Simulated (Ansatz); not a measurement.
# How Ca(100) screens a field

Where does the screening charge of Ca(100) sit?

Calculated with Ansatz 0.2.0; plane-wave DFT, LDA, Ansatz PAW.

This is a report of a sequence of runs, with most program output left out.

## 1. Set-up

The cell holds 7 atoms: 7 Ca. Cell: a = 3.946 Å, b = 3.946 Å, c = 34.740 Å, α = 90.0°, β = 90.0°, γ = 90.0°. Vacuum lies along c.

## 2. Atoms held, field 0

A sawtooth potential applies the field, turning back in the middle of the vacuum. With the dipole correction the typed value is the field outside the slab. The induced dipole is small, so the SCF threshold is tight.

input.yaml

```yaml
crystal:
  lattice:
    - [3.945655839, 0.0, 0.0]
    - [0.0, 3.945655839, 0.0]
    - [0.0, 0.0, 34.74]
  atoms:
    - { symbol: Ca, position: [0.0, 0.0, 0.2590673575] }
    - { symbol: Ca, position: [0.5, 0.5, 0.3393782383] }
    - { symbol: Ca, position: [0.0, 0.0, 0.4196891192] }
    - { symbol: Ca, position: [0.5, 0.5, 0.5] }
    - { symbol: Ca, position: [0.0, 0.0, 0.5803108808] }
    - { symbol: Ca, position: [0.5, 0.5, 0.6606217617] }
    - { symbol: Ca, position: [0.0, 0.0, 0.7409326425] }
kpoints:
  mp_grid: { grid: [14, 14, 1] }
hamiltonian:
  xc: lda
scf:
  occupations: { method: fermi_dirac, width: 0.1 }
  convergence: { dr2_threshold: 1.0e-10 }
efield:
  axis: 3
  dipole_correction: true
  ramp_position: 0.97
  ramp_width: 0.06
  amplitude: 0
output:
  forces: true
  write_potential: true
  write_density: true
  volumetric_format: npy
```

On the command line:

```bash
$ ansatz run input.yaml --threads 2 --pin off --max-ram 3072MiB --backend cpu --events-out ev --progress --plain --runs-dir out
```

Wall time 79 s (2 threads of Arm Neoverse V1, shared host); peak memory 1 GiB; 2.6 min of CPU time.

Numbers from this step:

- energy at zero smearing: -12406.9359 eV
- work function, upper face: 2.902 eV
- dipole along the normal: 3.33e-8 e·Å

Running mean over 2.79 Å of the planar mean; the ramp of the sawtooth is left out. Electron's electrostatic potential energy less the Fermi level against z:

```tsv
z (Å)	electron's electrostatic potential energy less the Fermi level (eV)
4	2.90
5	2.86
6	2.66
7	1.59
8	-1.70
9	-2.84
10	-2.70
11	-2.59
12	-2.59
13	-2.62
14	-2.62
15	-2.62
16	-2.62
17	-2.62
18	-2.62
19	-2.62
20	-2.62
21	-2.62
22	-2.61
23	-2.58
24	-2.60
25	-2.75
26	-2.78
27	-0.844
28	2.06
29	2.75
30	2.88
31	2.90
```

Force by atom:

```tsv
atom	x (eV/Å)	y (eV/Å)	z (eV/Å)	size
Ca1	0.000	0.000	0.284	0.284
Ca2	0.000	0.000	-0.083	0.083
Ca3	0.000	0.000	-0.001	0.001
Ca4	0.000	0.000	0.000	0.000
Ca5	0.000	0.000	0.001	0.001
Ca6	0.000	0.000	0.083	0.083
Ca7	0.000	0.000	-0.284	0.284
```

The work function of the upper face is 2.90 eV.

## 3. Atoms held, field 0.03 V/Å

Edit input.yaml of step 2 so:

```diff
@@ -25,3 +25,3 @@
   ramp_width: 0.06
-  amplitude: 0
+  amplitude: 0.03
 output:
```

Elapsed: 1.7 min, on 2 threads; peak memory 1 GiB.

The dipole is 0.0558 e·Å.

## 4. Single point, field -0.03 V/Å

Edit input.yaml of step 3 so:

```diff
@@ -25,3 +25,3 @@
   ramp_width: 0.06
-  amplitude: 0.03
+  amplitude: -0.03
 output:
```

Run time: 97 s. Hardware: 2 threads; peak memory 0.97 GiB; 3.2 min of CPU time.

The dipole is -0.0558 e·Å.

## 5. Single point, field 0.1 V/Å

Edit input.yaml of step 4 so:

```diff
@@ -25,3 +25,3 @@
   ramp_width: 0.06
-  amplitude: -0.03
+  amplitude: 0.1
 output:
```

Elapsed: 96 s, on 2 threads; peak memory 1 GiB.

The dipole is 0.186 e·Å.

## 6. Atoms held, field -0.1 V/Å

Edit input.yaml of step 5 so:

```diff
@@ -25,3 +25,3 @@
   ramp_width: 0.06
-  amplitude: 0.1
+  amplitude: -0.1
 output:
```

Elapsed: 98 s, on 2 threads; peak memory 1 GiB.

The dipole is -0.186 e·Å.

## 7. Single point, field 0.15 V/Å

Edit input.yaml of step 6 so:

```diff
@@ -25,3 +25,3 @@
   ramp_width: 0.06
-  amplitude: -0.1
+  amplitude: 0.15
 output:
@@ -31 +31,2 @@
   volumetric_format: npy
+  elf: true
```

It took 98 s on 2 threads; peak memory 1 GiB; 3.2 min of CPU time.

Running mean over 2.79 Å of the planar mean, with the applied field; the ramp of the sawtooth is left out. The electron's electrostatic potential energy less the Fermi level by z:

z (Å), electron's electrostatic potential energy less the Fermi level (eV) and a bar from the least value:
```
        4       2.52 ##########################
        5       2.63 ###########################
        6       2.55 ##########################
        7       1.57 #####################
        8      -1.69 ######
        9      -2.84 
       10      -2.70 #
       11      -2.59 #
       12      -2.59 #
       13      -2.62 #
       14      -2.62 #
       15      -2.62 #
       16      -2.62 #
       17      -2.62 #
       18      -2.62 #
       19      -2.62 #
       20      -2.62 #
       21      -2.62 #
       22      -2.61 #
       23      -2.58 #
       24      -2.60 #
       25      -2.75 
       26      -2.78 
       27      -0.84 ##########
       28       2.12 ########################
       29       2.91 ############################
       30       3.17 #############################
       31       3.33 ##############################
```

The dipole is 0.279 e·Å.

## 8. The response

This step: plane-wave DFT, LDA, Ansatz PAW; screening of a field by a metal slab (Ansatz 0.2.0).

The dipoles give the slope, and the difference of two potentials shows where the field is screened.

This step gave:

```
equivalent conductor thickness p/(ε₀AE)      : 21.61 Å
distance between the outer atoms             : 16.74 Å
inner field over outer field                 : 0.001718
image plane, upper face                      : 2.388 Å
induced electrons on the upper face over ε₀E : -1.002
image plane, lower face                      : 2.388 Å
induced electrons on the lower face over ε₀E : 1.002
```

Table of dipole of the cell by applied field:

```tsv
applied field (V/Å)	dipole of the cell (e·Å)
-0.100	-0.186
-0.030	-0.0558
0.000	0
0.030	0.0558
0.100	0.186
0.150	0.279
```

Local field over the applied field, running mean. From the potentials at -0.03 and 0.03 V/Å; running mean over 2.79 Å. Local field over applied field against z:

```tsv
z (Å)	local field over applied field
5	0.918
6	0.735
7	0.397
8	0.0837
9	-0.0441
10	-0.0161
11	0.00569
12	6.0e-4
13	0.00242
14	0.00378
15	6.2e-4
16	7.4e-4
17	0.00213
18	0.00191
19	3.8e-4
20	0.00129
21	0.00419
22	0.00126
23	0.00189
24	0.00470
25	-0.0289
26	-0.0303
27	0.150
28	0.494
29	0.799
30	0.942
```

Electrons, planar mean, per unit field. The induced electron density by z:

z (Å), induced electron density (e/Å³ per V/Å) and a bar from the least value:
```
        5    0.00039 #################
        6    0.00133 ######################
        7    0.00280 ##############################
        8    0.00195 #########################
        9   -0.00101 #########
       10   -0.00022 #############
       11    0.00032 ################
       12   -0.00015 ##############
       13   -0.00004 ##############
       14    0.00015 ###############
       15   -0.00008 ##############
       16   -0.00001 ###############
       17    0.00006 ###############
       18   -0.00008 ##############
       19    0.00005 ###############
       20    0.00001 ###############
       21   -0.00014 ##############
       22    0.00013 ###############
       23    0.00004 ###############
       24   -0.00031 #############
       25    0.00050 #################
       26    0.00065 ##################
       27   -0.00266 
       28   -0.00246 #
       29   -0.00100 #########
       30   -0.00027 #############
```

By hand: between -0.03 and 0.03 V/Å the dipole changes by 0.1116 e·Å, a slope of 1.859 e·Å²/V. A perfect conductor of thickness t has p = ε₀AEt, so t = 180.95 × 1.859 / 15.568 = 21.61 Å (e/ε₀ = 180.95 V·Å, A in Å²). Less the 16.74 Å between the outer atoms, and halved, that puts each image plane 2.43 Å out.

The induced dipole is that of a conductor 21.61 Å thick.

## 9. Varying the input: efield.amplitude = -0.05

This step: plane-wave DFT, LDA, Ansatz PAW (Ansatz 0.2.0).

A run with a changed input: it repeats the earlier run at 0.03 V/Å with efield.amplitude from 0.03 to -0.05.

Edit input.yaml of step 7 so:

```diff
@@ -25,3 +25,3 @@
   ramp_width: 0.06
-  amplitude: 0.15
+  amplitude: -0.05
 output:
@@ -31,2 +31 @@
   volumetric_format: npy
-  elf: true
```

It took 96 s on 2 threads; peak memory 0.98 GiB; 3.2 min of CPU time.

This step gave:

```yaml
energy_at_zero_smearing: -12406.9382 eV
dipole_along_the_normal: -0.09296 e·Å
```

Force by atom:

```tsv
atom	x (eV/Å)	y (eV/Å)	z (eV/Å)	size
Ca1	0.000	0.000	0.284	0.284
Ca2	0.000	0.000	-0.084	0.084
Ca3	0.000	0.000	-0.001	0.001
Ca4	0.000	0.000	0.000	0.000
Ca5	0.000	0.000	0.001	0.001
Ca6	0.000	0.000	0.082	0.082
Ca7	0.000	0.000	-0.283	0.283
```

```tsv
quantity	this run	earlier run	difference
dipole along the normal (e·Å)	-0.09296	0.05577	-0.15
```

The applied field differs, and the slope found earlier predicts a dipole of -0.0930 e·Å; this run gives -0.0930 e·Å, in line with it.

## 10. The same run with other settings

Another changed input: it repeats the earlier run at 0.03 V/Å with efield.dipole_correction from true to false.

Edit input.yaml of step 9 so:

```diff
@@ -22,6 +22,6 @@
   axis: 3
-  dipole_correction: true
+  dipole_correction: false
   ramp_position: 0.97
   ramp_width: 0.06
-  amplitude: -0.05
+  amplitude: 0.03
 output:
```

Elapsed: 83 s, on 2 threads; peak memory 1 GiB.

```tsv
quantity	this run	earlier run	difference
dipole along the normal (e·Å)	0.1476	0.05577	0.092
```

With the dipole correction off, the periodic images add a field of their own to the typed one.

It moves by +0.0918 e·Å.

These numbers are not those of the isolated slab.

## 11. Outcome

- work function: 2.90 eV
- image plane, upper face: 2.39 Å
- induced electrons on the upper face over ε₀E: -1.00
- equivalent conductor thickness p/(ε₀AE): 21.6 Å
- inner field over outer field: 0.00172

What this shows: The induced charge has its centre 2.39 Å outside the outermost atoms; this is the plane from which a capacitor's gap or an image potential counts. The equivalent conductor thickness exceeds the distance between the outer atoms by 4.87 Å, about the sum of the two image-plane distances. In the middle of the slab the field is screened to under 0.5 % of its outer value. The atoms are held at bulk positions with the tabulated experimental lattice constant.

[Logs are printed without paths, hosts, clocks, repeated set-up lines and the standing remarks that a program may print on its own settings, such as how far it seeks lower states.]

[Hosts, paths, dates, database ids (printed as entryN), source tags and the programs' standing remarks are cut or masked in the printed files.]

[Maps of the electrostatic potential energy from Ansatz leave out the sawtooth potential of an applied field or a dipole correction, so their vacuum need not be flat; planar profiles and work functions include it.]
